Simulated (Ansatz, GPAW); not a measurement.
# Geometry or basis: what sets the conductance of cyclohexane-1,4-dithiol between two Ir chains, part 2 of 3

How well does cyclohexane-1,4-dithiol between two Ir chains conduct once its atoms have relaxed, and how much do cheaper levels lose?

GPAW 26.7.0 and Ansatz 0.2.0; Ansatz plane waves; relaxation of the junction with the lead ends held; PAW set soft_1 (the session's first sound run).

So far, transmission at the Fermi level (one spin): step 4 (double-zeta polarised basis) 0.0394.

**5. GPAW, szp: basis = "szp(dzp)"**

The second zeta is dropped, the polarisation orbitals stay.

run.py reads:

```python
import json
import numpy as np
from ase import Atoms
from ase.transport.calculators import TransportCalculator
from gpaw import GPAW, FermiDirac
from gpaw.lcao.tools import get_lcao_hamiltonian
from scipy.linalg import eigh

# The junction with lead layers at both ends, along the third cell vector
device = Atoms(
    ['Ir', 'Ir', 'Ir', 'Ir', 'Ir', 'Ir', 'Ir', 'Ir', 'S', 'H', 'H', 'C', 'H', 'C', 'H', 'H', 'C', 'C', 'H', 'H', 'C', 'H', 'C', 'H', 'H', 'S', 'Ir', 'Ir', 'Ir', 'Ir', 'Ir', 'Ir', 'Ir', 'Ir'],
    positions=[
        [6.37015, 6.76092, 1.15000],
        [6.37015, 6.76092, 3.45000],
        [6.37015, 6.76092, 5.75000],
        [6.37015, 6.76092, 8.05000],
        [6.37015, 6.76092, 10.35000],
        [6.37015, 6.76092, 12.65000],
        [7.33910, 5.57522, 14.35089],
        [6.98678, 6.26844, 16.48507],
        [7.99621, 5.62845, 18.28644],
        [5.71525, 7.03151, 19.82750],
        [7.25722, 7.18512, 20.67597],
        [6.94148, 5.23455, 19.80726],
        [6.10960, 4.60599, 19.45702],
        [6.41377, 6.50022, 20.48969],
        [8.75518, 5.04182, 20.96193],
        [8.17677, 3.51036, 20.29939],
        [7.84572, 4.44922, 20.76576],
        [5.70443, 6.18066, 21.82795],
        [5.36761, 7.11669, 22.29521],
        [4.79936, 5.58279, 21.62830],
        [7.14235, 4.13336, 22.10393],
        [7.44733, 6.03244, 23.12696],
        [6.61534, 5.40113, 22.78497],
        [6.29610, 3.45016, 21.92190],
        [7.84091, 3.60286, 22.76606],
        [5.61694, 4.88230, 24.30523],
        [6.06106, 5.92359, 26.14921],
        [5.99986, 5.23897, 28.31139],
        [6.37015, 6.76092, 29.98354],
        [6.37015, 6.76092, 32.28354],
        [6.37015, 6.76092, 34.58354],
        [6.37015, 6.76092, 36.88354],
        [6.37015, 6.76092, 39.18354],
        [6.37015, 6.76092, 41.48354]],
    cell=[[12.74029, 0.0, 0.0], [0.0, 13.52183, 0.0], [0.0, 0.0, 42.63354]],
    pbc=True)

# One principal layer of the lead: the first 5 atoms of the device
lead = Atoms(
    ['Ir', 'Ir', 'Ir', 'Ir', 'Ir'],
    positions=[
        [6.37015, 6.76092, 1.15000],
        [6.37015, 6.76092, 3.45000],
        [6.37015, 6.76092, 5.75000],
        [6.37015, 6.76092, 8.05000],
        [6.37015, 6.76092, 10.35000]],
    cell=[[12.74029, 0.0, 0.0], [0.0, 13.52183, 0.0], [0.0, 0.0, 11.5]],
    pbc=True)

settings = dict(mode='lcao', basis='szp(dzp)', xc='PBE', h=0.2,
                occupations=FermiDirac(0.1), maxiter=250,
                mixer=dict(beta=0.1, nmaxold=8, weight=100.0),
                convergence=dict(density=0.0001))
energies = np.arange(-2, 2 + 1e-9, 0.025)
eta = 0.0001
n1, n2 = 1, 1
# k and -k transmit alike, so half of the mesh across the current serves
mesh = [(i, j) for i in range(n1) for j in range(n2) if (i, j) <= (-i % n1, -j % n2)]
weights = np.array([1 if (i, j) == (-i % n1, -j % n2) else 2 for i, j in mesh]) / (n1 * n2)


def ground_state(atoms, size, txt):
    atoms.calc = GPAW(kpts={'size': size, 'gamma': True}, symmetry={'tolerance': 1e-3}, txt=txt, **settings)
    atoms.get_potential_energy()
    return atoms.calc.get_fermi_level()


def blocks(atoms, fermi, points, nz, cells):
    """H - E_F S and S between cell 0 and the cells above it, at each point across the current."""
    kz = np.arange(nz) / nz
    calc = atoms.calc.fixed_density(kpts=[(*k, z) for k in points for z in kz], symmetry='off', txt=None)
    H, S = get_lcao_hamiltonian(calc)
    H = (H - fermi * S).reshape(len(H), len(points), nz, *S.shape[1:])
    S = S.reshape(H.shape[1:])
    phases = [np.exp(-2j * np.pi * kz * R) / nz for R in cells]
    return [(np.einsum('skzij,z->ksij', H, p), np.einsum('kzij,z->kij', S, p)) for p in phases]


def pair(a, b):
    return np.block([[a, b], [b.T.conj(), a]])


def count_channels(h, s, cells, nk=240):
    """Half the number of times that the lead's bands cross each energy, unfolded to its shortest repeat."""
    b = len(h) // cells
    bands = []
    for k in (np.arange(nk + 1) + 0.5) / nk:
        hk, sk = h[:b, :b].copy(), s[:b, :b].copy()
        for R in range(1, cells):
            phase, block = np.exp(2j * np.pi * k * R), slice(R * b, (R + 1) * b)
            hk += h[:b, block] * phase + (h[:b, block] * phase).T.conj()
            sk += s[:b, block] * phase + (s[:b, block] * phase).T.conj()
        w, u = eigh(sk)
        x = u[:, w > 1e-5] / w[w > 1e-5]**0.5  # drop near-dependent combinations
        bands.append(np.r_[eigh(x.T.conj() @ hk @ x, eigvals_only=True), [1e9] * (w <= 1e-5).sum()])
    below = np.array(bands)[:, :, None] < energies
    return (below[1:] != below[:-1]).sum((0, 1)) / 2


fermi_lead = ground_state(lead, (1, 1, 10), 'lead.txt')
fermi_device = ground_state(device, (1, 1, 2), 'device.txt')
T, channels, eigen, tail, misfit, shifts = [], [], [], 0.0, 0.0, []
for first in range(0, len(mesh), 96):
    points = [(i / n1, j / n2) for i, j in mesh[first:first + 96]]
    (H0k, S0k), (H1k, S1k), (H2k, _) = blocks(lead, fermi_lead, points, 5, range(3))
    [(Hk, Sk)] = blocks(device, fermi_device, points, 2, [0])
    tail = max(tail, abs(H2k).max())
    for H0, S0, H1, S1, H, S in zip(H0k, S0k, H1k, S1k, Hk, Sk):
        n = len(S0)
        # Shift the lead onto the potential of the device's first layer
        shift = ((H[:, 0, 0] - H0[:, 0, 0]) / S0[0, 0]).real.mean()
        shifts.append(shift)
        misfit = max(misfit, abs(H[:, :n, :n] - H0 - shift * S0).max())
        Tk, Ck, Ek = [], [], []
        for s in range(len(H)):
            t = s % len(H0)  # a lead without moments serves both spins
            h1, s1 = pair(H0[t] + shift * S0, H1[t] + shift * S1), pair(S0, S1)
            leads = dict(h1=h1, s1=s1, energies=energies, eta=eta, eta1=eta, eta2=eta)
            calc = TransportCalculator(h=H[s], s=S, eigenchannels=3, **leads)
            Tk.append(calc.get_transmission())
            Ek.append(np.sort(calc.eigenchannels_ne, axis=0)[::-1])
            Ck.append(count_channels(h1, s1, 10))
        T.append(Tk)
        channels.append(Ck)
        eigen.append(Ek)
T, channels = np.array(T), np.array(channels)
mean, open_channels = np.einsum('kse,k->se', T, weights), np.einsum('kse,k->se', channels, weights)

print(f'basis functions: device {len(S)}, principal layer {n}')
print(f'Fermi level: lead {fermi_lead:.4f} eV, device {fermi_device:.4f} eV; lead shifted by {np.mean(shifts):.4f} eV')
print(f'largest coupling past the next layer {tail:.2e} eV, largest misfit of the first layer {misfit:.3f} eV')
print('  E-E_F (eV)   ' + 'T (one spin)  channels')
for e, t, c in zip(energies, mean.T, open_channels.T):
    print(f'{e:10.3f}  ', *[f'{x:11.4e}' for x in t], *[f'{x:9.4f}' for x in c])

kT = 8.617333e-5 * 300
fine = np.linspace(energies[0], energies[-1], 4001)
both = np.exp(np.interp(fine, energies, np.log(np.maximum(mean.sum(0) * 2 / len(mean), 1e-30))))
fermi = lambda mu: 1 / (1 + np.exp(np.clip((fine - mu) / kT, -200, 200)))
slope = fermi(0) * (1 - fermi(0)) / kT
G = np.trapezoid(both * slope, fine) / 2
seebeck = -np.trapezoid(both * slope * fine, fine) / (2 * G * 300) * 1e6
print(f'conductance at 300 K: {G:.5g} G0 a cell; thermopower {seebeck:.4g} uV/K')
bias = [0.1, 0.2, 0.5, 1.0, 1.5, 2.0]
current = [38.74 * np.trapezoid(both * (fermi(V / 2) - fermi(-V / 2)), fine) for V in bias]
for V, I in zip(bias, current):
    print(f'current from the zero-bias T(E) at {V} V: {I:.5g} uA')
zero = abs(energies).argmin()
json.dump(dict(energies=energies.tolist(), T=mean.tolist(), channels=open_channels.tolist(), G=G, seebeck=seebeck,
               bias=bias, current=current, tail=tail, misfit=misfit, shift=np.mean(shifts), n_device=len(S), n_lead=n,
               fermi=[fermi_lead, fermi_device], energy=device.get_potential_energy(),
               moments=device.get_magnetic_moments().tolist(), mesh=mesh, weights=weights.tolist(),
               T_k=T[:, :, zero].tolist(), eigen=np.array(eigen[0]).tolist()), open('result.json', 'w'))
```

Command:

```bash
$ OMP_NUM_THREADS=1 OPENBLAS_NUM_THREADS=1 python run.py
```

Run time: 4.4 min. Hardware: 1 thread of Arm Neoverse V2, shared host; peak memory 2.6 GiB.

Numbers from this step:

```
conductance                                             : 0.03123 G₀
largest misfit of the first principal layer             : 0.1759 eV
shift that aligns the lead                              : -0.01669 eV
basis functions of the junction                         : 352
basis functions of a principal layer                    : 75
transmission at the Fermi level (one spin)              : 0.03318
open channels of the lead at the Fermi level (one spin) : 6
```

One spin. Transmission, zone mean against energy, zero at the Fermi level:

```csv
energy (eV),"transmission, zone mean"
-2.000,0.144
-1.900,0.0986
-1.800,0.0542
-1.700,0.0602
-1.650,0.161
-1.600,0.0194
-1.500,0.00152
-1.400,9.4e-4
-1.300,0.00119
-1.200,0.00216
-1.100,0.00486
-1.000,0.0211
-0.900,0.0709
-0.850,0.0805
-0.800,0.0736
-0.700,0.0534
-0.600,0.0378
-0.500,0.0256
-0.400,0.0193
-0.300,0.0189
-0.200,0.0231
-0.100,0.0307
-0.025,0.0348
0.000,0.0332
0.100,0.0140
0.200,0.00957
0.300,0.0244
0.375,0.0389
0.400,0.0366
0.500,0.0109
0.600,0.00220
0.700,6.5e-4
0.800,5.0e-4
0.900,6.6e-4
1.000,5.7e-4
1.100,4.5e-4
1.200,3.6e-4
1.300,3.0e-4
1.400,2.7e-4
1.500,2.7e-4
1.600,3.4e-4
1.700,4.9e-4
1.800,7.9e-4
1.900,9.4e-4
2.000,6.4e-4
```

Crossings of the lead's bands, unfolded to its shortest repeat. Table of open channels, zone mean by energy, zero at the Fermi level:

energy (eV), open channels, zone mean and a bar from the least value:
```
   -2.000       4.00 ##################
   -1.900       4.00 ##################
   -1.800       4.00 ##################
   -1.700       4.00 ##################
   -1.600       4.00 ##################
   -1.500       4.00 ##################
   -1.400       4.00 ##################
   -1.300       6.00 ##############################
   -1.200       6.00 ##############################
   -1.100       6.00 ##############################
   -1.000       6.00 ##############################
   -0.900       6.00 ##############################
   -0.800       6.00 ##############################
   -0.700       6.00 ##############################
   -0.600       6.00 ##############################
   -0.500       6.00 ##############################
   -0.400       6.00 ##############################
   -0.300       6.00 ##############################
   -0.200       6.00 ##############################
   -0.100       6.00 ##############################
    0.000       6.00 ##############################
    0.100       4.00 ##################
    0.200       4.00 ##################
    0.300       4.00 ##################
    0.400       4.00 ##################
    0.500       4.00 ##################
    0.600       4.00 ##################
    0.700       4.00 ##################
    0.800       3.00 ############
    0.900       3.00 ############
    1.000       3.00 ############
    1.100       3.00 ############
    1.200       3.00 ############
    1.300       3.00 ############
    1.400       3.00 ############
    1.500       3.00 ############
    1.600       3.00 ############
    1.700       3.00 ############
    1.800       3.00 ############
    1.900       3.00 ############
    2.000       1.00
```

Not self-consistent under bias; the bias window is split evenly. Table of current through one cell, from the zero-bias transmission by bias:

```csv
bias (V),"current through one cell, from the zero-bias transmission (μA)"
0.100,0.237
0.200,0.445
0.500,0.892
1.000,1.79
1.500,2.68
2.000,3.86
```

The transmission of the three most open eigenchannels by energy, zero at the Fermi level:

```csv
energy (eV),channel 1,channel 2,channel 3
-2.000,0.142,0.00148,2.5e-5
-1.800,0.0531,0.00106,1.1e-5
-1.600,0.0192,1.6e-4,1.5e-5
-1.400,7.0e-4,2.4e-4,2.2e-6
-1.200,0.00183,3.3e-4,1.9e-6
-1.000,0.0203,8.0e-4,3.8e-6
-0.800,0.0710,0.00260,1.1e-5
-0.600,0.0333,0.00455,1.9e-5
-0.400,0.0114,0.00785,3.2e-5
-0.200,0.0194,0.00375,4.8e-5
0.000,0.0321,0.00109,8.8e-6
0.200,0.00909,4.8e-4,2.7e-7
0.400,0.0366,4.8e-5,3.8e-6
0.600,0.00219,1.4e-5,3.2e-6
0.800,4.9e-4,1.0e-5,3.2e-11
1.000,5.7e-4,3.8e-6,7.1e-8
1.200,3.5e-4,6.3e-6,5.6e-7
1.400,2.4e-4,2.4e-5,1.3e-6
1.600,2.2e-4,1.2e-4,2.0e-6
1.800,5.3e-4,2.6e-4,2.0e-6
2.000,6.4e-4,3.4e-10,0
```

The conductance, 0.0312 G₀, lies 17 % below that of the dzp run.

**6. GPAW, sz: basis = "sz(dzp)"**

One function for each valence shell of the setup, as for a first survey of a large system.

run.py, as its differences from that of step 5:

```diff
@@ -61,3 +61,3 @@
 
-settings = dict(mode='lcao', basis='szp(dzp)', xc='PBE', h=0.2,
+settings = dict(mode='lcao', basis='sz(dzp)', xc='PBE', h=0.2,
                 occupations=FermiDirac(0.1), maxiter=250,
```

Wall time 3.6 min (1 thread); peak memory 2.5 GiB.

This step gave:

| Quantity | Value |
| --- | --- |
| conductance | 0.01857 G₀ |
| largest coupling past the next principal layer | 1.47e-6 eV |
| largest misfit of the first principal layer | 0.1293 eV |
| shift that aligns the lead | -0.01803 eV |
| basis functions of the junction | 234 |
| basis functions of a principal layer | 60 |
| transmission at the Fermi level (one spin) | 0.01954 |

One spin. The transmission, zone mean by energy, zero at the Fermi level:

energy (eV), transmission, zone mean and a bar:
```
   -2.000     0.0702 ########################
   -1.900     0.0373 #############
   -1.800     0.0276 ##########
   -1.700     0.0819 ############################
   -1.675     0.0868 ##############################
   -1.600     0.0021 #
   -1.500     0.0007 
   -1.400     0.0006 
   -1.300     0.0009 
   -1.200     0.0014 
   -1.100     0.0027 #
   -1.000     0.0084 ###
   -0.900     0.0339 ############
   -0.800     0.0700 ########################
   -0.725     0.0758 ##########################
   -0.700     0.0749 ##########################
   -0.600     0.0617 #####################
   -0.500     0.0407 ##############
   -0.400     0.0251 #########
   -0.300     0.0181 ######
   -0.200     0.0173 ######
   -0.100     0.0195 #######
    0.000     0.0195 #######
    0.100     0.0086 ###
    0.200     0.0059 ##
    0.300     0.0136 #####
    0.375     0.0209 #######
    0.400     0.0192 #######
    0.500     0.0059 ##
    0.600     0.0015 
    0.700     0.0005 
    0.800     0.0001 
    0.900     0.0001 
    1.000     0.0001 
    1.100     0.0001 
    1.200     0.0001 
    1.300     0.0001 
    1.400     0.0001 
    1.500     0.0001 
    1.600     0.0002 
    1.700     0.0003 
    1.800     0.0005 
    1.900     0.0005 
    2.000     0.0002
```

The conductance, 0.0186 G₀, lies 51 % below that of the dzp run.

**7. LDA in the dzp basis: xc = "LDA"**

Back in the dzp basis, the functional changes from PBE to LDA, to set the spread between functionals beside that between bases.

run.py, as its differences from that of step 6:

```diff
@@ -61,3 +61,3 @@
 
-settings = dict(mode='lcao', basis='sz(dzp)', xc='PBE', h=0.2,
+settings = dict(mode='lcao', basis='dzp', xc='LDA', h=0.2,
                 occupations=FermiDirac(0.1), maxiter=250,
```

Elapsed: 6 min, on 1 thread; peak memory 2.7 GiB.

Numbers from this step:

| Item | Value |
| --- | --- |
| conductance | 0.04561 G₀ |
| largest coupling past the next principal layer | 1.53e-6 eV |
| largest misfit of the first principal layer | 0.1625 eV |
| shift that aligns the lead | -0.01525 eV |
| basis functions of the junction | 586 |
| basis functions of a principal layer | 135 |
| transmission at the Fermi level (one spin) | 0.04757 |

One spin. The transmission, zone mean by energy, zero at the Fermi level:

energy (eV), transmission, zone mean and a bar:
```
   -2.000      0.098 ##############
   -1.900      0.137 ###################
   -1.800      0.095 #############
   -1.700      0.092 #############
   -1.650      0.218 ##############################
   -1.600      0.017 ##
   -1.500      0.003 
   -1.400      0.002 
   -1.300      0.003 
   -1.200      0.004 #
   -1.100      0.008 #
   -1.000      0.027 ####
   -0.900      0.081 ###########
   -0.800      0.116 ################
   -0.750      0.117 ################
   -0.700      0.116 ################
   -0.600      0.105 ###############
   -0.500      0.082 ###########
   -0.400      0.057 ########
   -0.300      0.043 ######
   -0.200      0.040 ######
   -0.100      0.046 ######
    0.000      0.048 #######
    0.100      0.022 ###
    0.200      0.018 ##
    0.300      0.043 ######
    0.350      0.056 ########
    0.400      0.046 ######
    0.500      0.012 ##
    0.600      0.003 
    0.700      0.001 
    0.800      0.000 
    0.900      0.000 
    1.000      0.000 
    1.100      0.000 
    1.200      0.000 
    1.300      0.000 
    1.400      0.000 
    1.500      0.000 
    1.600      0.000 
    1.700      0.000 
    1.800      0.001 
    1.900      0.001 
    2.000      0.000
```

The conductance, 0.0456 G₀, lies 21 % above that of the dzp run.

**8. The structure as built: geometry = "as built"**

The dzp basis with PBE on the structure as first built shows what the relaxation was worth.

run.py, as its differences from that of step 7:

```diff
@@ -18,24 +18,24 @@
         [6.37015, 6.76092, 12.65000],
-        [7.33910, 5.57522, 14.35089],
-        [6.98678, 6.26844, 16.48507],
-        [7.99621, 5.62845, 18.28644],
-        [5.71525, 7.03151, 19.82750],
-        [7.25722, 7.18512, 20.67597],
-        [6.94148, 5.23455, 19.80726],
-        [6.10960, 4.60599, 19.45702],
-        [6.41377, 6.50022, 20.48969],
-        [8.75518, 5.04182, 20.96193],
-        [8.17677, 3.51036, 20.29939],
-        [7.84572, 4.44922, 20.76576],
-        [5.70443, 6.18066, 21.82795],
-        [5.36761, 7.11669, 22.29521],
-        [4.79936, 5.58279, 21.62830],
-        [7.14235, 4.13336, 22.10393],
-        [7.44733, 6.03244, 23.12696],
-        [6.61534, 5.40113, 22.78497],
-        [6.29610, 3.45016, 21.92190],
-        [7.84091, 3.60286, 22.76606],
-        [5.61694, 4.88230, 24.30523],
-        [6.06106, 5.92359, 26.14921],
-        [5.99986, 5.23897, 28.31139],
+        [6.37015, 6.76092, 14.95000],
+        [6.37015, 6.76092, 17.25000],
+        [6.38150, 4.46724, 17.95634],
+        [3.82700, 4.30075, 19.44025],
+        [4.50499, 5.91563, 19.66305],
+        [5.98012, 4.31865, 19.72947],
+        [5.99695, 3.25000, 19.97440],
+        [4.57827, 4.87269, 19.99879],
+        [7.11449, 6.09484, 20.26733],
+        [8.02480, 4.58907, 20.41252],
+        [7.03770, 5.04163, 20.56848],
+        [4.23726, 4.81322, 21.49010],
+        [3.25000, 5.26561, 21.64585],
+        [4.16047, 3.75987, 21.79104],
+        [6.69656, 4.98245, 22.05975],
+        [5.27616, 6.60531, 22.08885],
+        [5.29445, 5.53580, 22.32994],
+        [6.76999, 3.93966, 22.39606],
+        [7.44809, 5.55456, 22.61777],
+        [4.89074, 5.37342, 24.10049],
+        [6.37015, 6.76092, 25.38354],
+        [6.37015, 6.76092, 27.68354],
         [6.37015, 6.76092, 29.98354],
@@ -61,3 +61,3 @@
 
-settings = dict(mode='lcao', basis='dzp', xc='LDA', h=0.2,
+settings = dict(mode='lcao', basis='dzp', xc='PBE', h=0.2,
                 occupations=FermiDirac(0.1), maxiter=250,
```

It took 6.7 min on 1 thread; peak memory 2.7 GiB.

This step gave:

```
conductance                                    : 0.2183 G₀
largest coupling past the next principal layer : 1.48e-6 eV
largest misfit of the first principal layer    : 0.1944 eV
shift that aligns the lead                     : -0.004675 eV
transmission at the Fermi level (one spin)     : 0.2369
```

The conductance, 0.218 G₀, lies a factor of 5.8 above that of the dzp run.

**9. The ladder**

Times are for 1 thread of Arm Neoverse V2, shared host. Results by setting:

```csv
no.,run,conductance (G₀),time,memory (GiB)
1,dzp,0.03756,6.7 min,2.7
2,szp,0.03123,4.4 min,2.6
3,sz,0.01857,3.6 min,2.5
4,dzp LDA,0.04561,6 min,2.7
5,asbuilt,0.2183,6.7 min,2.7
```

[end of part 2 of 3]

[Logs are printed without paths, hosts, clocks, repeated set-up lines and the standing remarks that a program may print on its own settings, such as how far it seeks lower states.]

[Hosts, paths, dates, database ids (printed as entryN), source tags and the programs' standing remarks are cut or masked in the printed files.]
